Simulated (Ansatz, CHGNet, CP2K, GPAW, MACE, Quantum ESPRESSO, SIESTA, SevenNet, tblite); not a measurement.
## Σ7 (111) twist boundary in a MgS-YS solid solution (84 atoms): runs against a plane-wave reference

The cell holds 84 atoms: 38 Mg, 42 S and 4 Y. Cell: a = 9.782 Å, b = 9.782 Å, c = 19.373 Å, α = 90.0°, β = 90.0°, γ = 120.0°. Rock-salt MgS lattice (a = 5.2289 Å, the value set for the mixture); two grains turned against each other by 38.21 deg about [111]; 1 x 1 coincidence cells, 1 lattice periods a grain, two boundaries a cell, upper grain shifted by [0, 0] of the boundary cell and opened by 0.63 Å, no atom removed; 4 of 42 Mg sites given to Y at random (lattice constant by Vegard's rule between MgS and YS); not relaxed, displaced by a Gaussian of 0.02 Å. Then every atom was moved at random, 0.05 Å r.m.s. a Cartesian component. Regions: lower grain, 42 atoms (20 Mg, 21 S and 1 Y); upper grain, 42 atoms (18 Mg, 21 S and 3 Y).

Geometry: as built.

The reference, a calculation:

- method: Kohn-Sham DFT, PBE, PAW, plane waves (Ansatz 0.2.0); cutoff 420 eV, Γ point, fermi-dirac smearing of 0.05 eV; PAW set soft_2
- r.m.s. force component: 0.7989 eV/Å
- longest force: 6.331 eV/Å
- pressure: 3.067 GPa
- SCF cycles: 14
- time: 26 s on 4 threads of Intel Xeon Platinum 8259CL at 2.50GHz (Skylake/Cascade Lake), shared host
- CPU time: 94 s

Runs, in no order:
A. GPAW PBE, LCAO dzp, h 0.2 Å, other mixer settings: Kohn-Sham DFT, PBE, PAW, atomic orbitals (dzp)
B. SIESTA PBEsol, DZP, shift 0.01 Ry, mesh 500 Ry: Kohn-Sham DFT, PBEsol, PseudoDojo 0.4.1 norm-conserving pseudopotentials (converted to PSML), numerical atomic orbitals (DZP), diagonalisation
C. MACE MP-0b2 small potential: machine-learned interatomic potential MACE MP-0b2 small, trained on PBE(+U) plane-wave data
D. CHGNet r2SCAN potential: machine-learned interatomic potential CHGNet r2SCAN, trained on r2SCAN plane-wave data
E. QE PBE, sssp-1.3.0-efficiency, 45/360 Ry: Kohn-Sham DFT, PBE, SSSP efficiency 1.3.0 pseudopotentials, plane waves

**Question.** Rank the runs by how far their forces lie from the reference's, least first.

E, A, B, C, D.

```
                                                 run  Δ force, r.m.s. (meV/Å)  share of r.m.s. force (%)  CPU time
         E. QE PBE, sssp-1.3.0-efficiency, 45/360 Ry                     5.41                      0.677    22 min
A. GPAW PBE, LCAO dzp, h 0.2 Å, other mixer settings                     68.1                       8.53    20 min
   B. SIESTA PBEsol, DZP, shift 0.01 Ry, mesh 500 Ry                      102                       12.7    12 min
                      C. MACE MP-0b2 small potential                      175                       21.9      11 s
                          D. CHGNet r2SCAN potential                      299                       37.4     6.8 s
```

Machine-learned potentials mimic data converged in k, so the reference's own k-point error enters their differences. The electronic-structure runs sample only Γ, in a cell whose shortest periodic width is 8 Å, which is coarse for a cell with partly filled levels.

[Logs are printed without paths, hosts, clocks, repeated set-up lines and the standing remarks that a program may print on its own settings, such as how far it seeks lower states.]

[Hosts, paths, dates, database ids (printed as entryN), source tags and the programs' standing remarks are cut or masked in the printed files.]
